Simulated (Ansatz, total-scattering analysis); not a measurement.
**A molecular-dynamics model of C and its diffraction**

Aim: the structure of C at 5000 K, and the X-ray and neutron patterns it would give.

Method: ab initio molecular dynamics with Ansatz (PBEsol, plane waves, PAW default files, Langevin thermostat, no spin, fixed volume). Composition: C 100.0 atom %; 64 atoms. The average runs over 0.70 ps of 64 atoms. Mean temperature 4987 K, largest m.s.d. 5.64 Å², energy drift +30 meV an atom (last third less first, no steady trend), Langevin friction 10 ps⁻¹; the first quarter of the run is discarded. Start: last frame of a classical run of this cell at the same density and temperature.

## The run

The step of 0.7 fs has to resolve the fastest vibration, that of C. The volume is fixed, since the run is too short for a cell to find its own; the mean pressure then hints how far the functional is from its own density, with errors up to a few GPa from cell size, k-points and loose SCF steps (the program warns of the last). One k-point, Γ, is the usual economy for a cell of this size. Smeared occupations keep the forces smooth as levels cross the Fermi energy. A Langevin thermostat samples the right structure once equilibrated, but its friction lowers diffusion.

Contents of input.yaml:

```yaml
crystal:
  lattice:
    - [8.6098, 0.0, 0.0]
    - [0.0, 8.6098, 0.0]
    - [0.0, 0.0, 8.6098]
  atoms:
    - { symbol: C, position: [0.9282, 0.7476, 0.1425] }
    - { symbol: C, position: [0.5975, 0.7569, 0.3175] }
    - { symbol: C, position: [0.5332, 0.0429, 0.9926] }
    - { symbol: C, position: [0.8408, 0.0807, 0.0547] }
[... 58 atom lines left out ...]
    - { symbol: C, position: [0.1641, 0.8122, 0.9267] }
    - { symbol: C, position: [0.9826, 0.6055, 0.4402] }
kpoints:
  mp_grid: { grid: [1, 1, 1] }
scf:
  occupations: { method: fermi_dirac, width: 0.4309 }
hamiltonian:
  xc: pbesol
  pseudopotentials: { kind: paw }
output:
  forces: true
  stress: true
md:
  timestep: 0.7
  n_steps: 1591
  ensemble: nvt_langevin
  temperature: 5000.0
  initial_velocities: maxwell_boltzmann
  seed: 7
```

```console
$ ansatz run input.yaml --threads 4 --pin off --max-ram 10240MiB --backend cpu --events-out ev --progress --plain --runs-dir out
```

```text
Warning: md: disabling space-group detection — thermal motion breaks the input geometry's symmetry, so no spatial operation reduces the k-mesh or symmetrises the density; time reversal is kept, so that k and −k are [...]
Warning: output.stress: scf.convergence.dr2_threshold = 6.4e-8 eV (the default of an md: trajectory) is looser than the 6.4e-9 eV advised for a printed stress (1e-10 eV for each atom of the cell: 64). What an SCF [...]
Warning: RAYON_NUM_THREADS=4 ignored (pool sized by the plan → 4); use --threads N
band count auto-derived: 216 (N_el = 256.0; filled up to band 128; 192 by the electrons, moments and atoms)
Engine: ansatz 0.2.0, aarch64-unknown-linux-gnu
Pseudopotential: C, paw, valence charge 4, recommended cutoff 420 eV (normal), C.paw.azcp
Functional definition: PBEsol
Crystal: 64 atoms, lattice volume = 638.233 Å³
Basis set: ecut = 420 eV, 12533 PW (Γ), exchange–correlation on 120×120×120 points (8 copies of the dense FFT grid, shifted against one another)
Bands: 216, of which v1, the nominal top of the filled ones, is band 128 counted from 1 (127 counted from 0)
k-points: 1
[... other set-up lines, SCF lines and steps between those shown are left out ...]
md step     0: t =     0.00 fs  T =  4921.9 K  F+E_penalty+E_count = -15693.58878642 eV  E_kin = 40.716900 eV  P_inst = -1.8772 GPa  (8 SCF iters)
md step     1: t =     0.70 fs  T =  4966.7 K  F+E_penalty+E_count = -15693.04990151 eV  E_kin = 41.087955 eV  P_inst = -1.5564 GPa  (7 SCF iters)
md step    53: t =    37.10 fs  T =  4595.6 K  F+E_penalty+E_count = -15687.09278978 eV  E_kin = 38.017365 eV  P_inst = 1.5022 GPa  (6 SCF iters)
md step   106: t =    74.20 fs  T =  5078.6 K  F+E_penalty+E_count = -15683.76142416 eV  E_kin = 42.013668 eV  P_inst = 0.6115 GPa  (6 SCF iters)
md step   159: t =   111.30 fs  T =  4585.4 K  F+E_penalty+E_count = -15674.80776522 eV  E_kin = 37.933463 eV  P_inst = -3.0453 GPa  (5 SCF iters)
md step   212: t =   148.40 fs  T =  5973.2 K  F+E_penalty+E_count = -15677.50164313 eV  E_kin = 49.414386 eV  P_inst = 10.2492 GPa  (6 SCF iters)
md step   265: t =   185.50 fs  T =  4875.8 K  F+E_penalty+E_count = -15665.36858151 eV  E_kin = 40.336066 eV  P_inst = 2.8752 GPa  (5 SCF iters)
md step   318: t =   222.60 fs  T =  5192.5 K  F+E_penalty+E_count = -15668.07933851 eV  E_kin = 42.955558 eV  P_inst = 2.5125 GPa  (6 SCF iters)
md step   371: t =   259.70 fs  T =  4671.8 K  F+E_penalty+E_count = -15669.64522719 eV  E_kin = 38.648040 eV  P_inst = 9.2981 GPa  (6 SCF iters)
md step   424: t =   296.80 fs  T =  5234.2 K  F+E_penalty+E_count = -15670.24021022 eV  E_kin = 43.300338 eV  P_inst = 5.9925 GPa  (6 SCF iters)
md step   477: t =   333.90 fs  T =  5488.0 K  F+E_penalty+E_count = -15680.30528490 eV  E_kin = 45.399881 eV  P_inst = 7.5518 GPa  (6 SCF iters)
md step   530: t =   371.00 fs  T =  5327.1 K  F+E_penalty+E_count = -15687.66442789 eV  E_kin = 44.068779 eV  P_inst = 8.1763 GPa  (7 SCF iters)
md step   583: t =   408.10 fs  T =  4456.4 K  F+E_penalty+E_count = -15679.37843394 eV  E_kin = 36.866309 eV  P_inst = 9.6690 GPa  (6 SCF iters)
md step   636: t =   445.20 fs  T =  5493.3 K  F+E_penalty+E_count = -15677.98637019 eV  E_kin = 45.444439 eV  P_inst = -0.0717 GPa  (6 SCF iters)
md step   689: t =   482.30 fs  T =  5030.9 K  F+E_penalty+E_count = -15679.30956532 eV  E_kin = 41.618630 eV  P_inst = 2.2870 GPa  (6 SCF iters)
md step   742: t =   519.40 fs  T =  5059.7 K  F+E_penalty+E_count = -15685.63112330 eV  E_kin = 41.857314 eV  P_inst = 4.7376 GPa  (6 SCF iters)
md step   795: t =   556.50 fs  T =  4142.3 K  F+E_penalty+E_count = -15671.99302966 eV  E_kin = 34.267514 eV  P_inst = 6.7842 GPa  (6 SCF iters)
md step   848: t =   593.60 fs  T =  3972.7 K  F+E_penalty+E_count = -15666.46393824 eV  E_kin = 32.865108 eV  P_inst = -2.3844 GPa  (6 SCF iters)
md step   901: t =   630.70 fs  T =  4902.2 K  F+E_penalty+E_count = -15676.12558947 eV  E_kin = 40.554206 eV  P_inst = 10.9001 GPa  (6 SCF iters)
md step   954: t =   667.80 fs  T =  4789.6 K  F+E_penalty+E_count = -15671.92312759 eV  E_kin = 39.622327 eV  P_inst = 2.8413 GPa  (6 SCF iters)
md step  1007: t =   704.90 fs  T =  5580.6 K  F+E_penalty+E_count = -15676.64414330 eV  E_kin = 46.166045 eV  P_inst = 4.7358 GPa  (6 SCF iters)
md step  1060: t =   742.00 fs  T =  4887.6 K  F+E_penalty+E_count = -15675.99657010 eV  E_kin = 40.433272 eV  P_inst = 5.3789 GPa  (7 SCF iters)
md step  1113: t =   779.10 fs  T =  4520.7 K  F+E_penalty+E_count = -15674.06379212 eV  E_kin = 37.398017 eV  P_inst = 8.4488 GPa  (6 SCF iters)
md step  1166: t =   816.20 fs  T =  4608.3 K  F+E_penalty+E_count = -15670.44682302 eV  E_kin = 38.122776 eV  P_inst = 3.4534 GPa  (5 SCF iters)
md step  1219: t =   853.30 fs  T =  6036.6 K  F+E_penalty+E_count = -15678.06376564 eV  E_kin = 49.938332 eV  P_inst = 3.6072 GPa  (6 SCF iters)
md step  1272: t =   890.40 fs  T =  5000.3 K  F+E_penalty+E_count = -15673.28375865 eV  E_kin = 41.365599 eV  P_inst = 5.5518 GPa  (6 SCF iters)
md step  1325: t =   927.50 fs  T =  4852.7 K  F+E_penalty+E_count = -15672.91219033 eV  E_kin = 40.144230 eV  P_inst = 2.5580 GPa  (6 SCF iters)
[... the rest of the log is left out; where it ends short of n_steps, the time limit stopped the run ...]
```

Time and hardware: 56 min on 4 threads of Arm Neoverse V2, on a shared host, peak memory 0.78 GiB.

## Analysis

The totals are in Faber–Ziman form. Below 4 Å⁻¹ the partials are summed on the cell's own reciprocal vectors (from 0.73 Å⁻¹) and folded with a Gaussian of σ = 0.16 Å⁻¹; above it they are transforms of g(r) out to 5.8 Å, tapered over the last 40 %. The fold lowers sharp peaks, and with so few vectors their positions are good to about 0.1 Å⁻¹. X-rays take neutral-atom form factors, neutrons coherent lengths (C 6.6472 fm). G(r) = 4πrρ₀[g(r) − 1] carries the resolution of a Lorch-windowed transform up to 20 Å⁻¹. For one element the X-ray and neutron totals coincide. The patterns are simulated, not measured. The cell is small: beyond half the box only the part of each shell inside it is counted, and low-Q values rest on few vectors. It is averaged over 125 frames.

| T (K) | state | density (g/cm³) | first clear neutron maximum (Å⁻¹) | its height (neutron) | C–C (Å) | C around C | held | D over the elements, rough (10⁻⁹ m²/s) |
| --- | --- | --- | --- | --- | --- | --- | --- | --- |
| 5000 | liquid | 2.000 | 5.40 | 1.37 | 1.41 | 2.95 | volume, 5.1 GPa mean | - |

neutron S(Q):

```csv
Q (Å⁻¹),5000 K
0.8,0.45
1.1,0.67
1.4,0.90
1.7,0.86
2.0,0.86
2.3,0.87
2.6,0.80
2.9,0.78
3.2,0.76
3.5,0.74
3.8,0.74
4.1,0.76
4.4,0.86
4.7,1.04
5.0,1.24
5.3,1.36
5.6,1.34
5.9,1.20
6.2,1.03
6.5,0.92
6.8,0.87
7.1,0.87
7.4,0.88
7.7,0.90
8.0,0.93
8.3,0.97
8.6,1.00
8.9,1.02
```

At 5000 K the maxima of S(Q), Q in Å⁻¹ (height), are neutron: 5.40 (1.37), 9.93 (1.06). Weak or low-Q maxima rest on few vectors and may or may not be a real pre-peak: X-ray 1.48 (0.92), neutron 1.48 (0.92). Its shells:

| pair | first peak (Å) | g there | first minimum (Å) | g there | neighbours |
| --- | --- | --- | --- | --- | --- |
| C–C | 1.41 | 2.9 | 1.96 | 0.36 | 2.9 |

Bonded neighbours (only these pairs count: cutoffs C–C 1.96 Å): C: 1 0.7 %, 2 24 %, 3 59 %, 4 15 %, 5 1.4 %. For C–C g doesn't fall to zero at the cutoff, so those shares hang on where it is put. Bond angles peak at 112°. These counts come from 15 frames.

**Reading.** The first C–C shell holds 2.9 C at 1.41 Å. A mean of 2.93 bonded neighbours makes this a mostly threefold covalent network, whose S(Q) keeps oscillating with period 2π/r₁ = 4.4 Å⁻¹ (r₁ = 1.44 Å).

[Logs are printed without paths, hosts, clocks, repeated set-up lines and the standing remarks that a program may print on its own settings, such as how far it seeks lower states.]
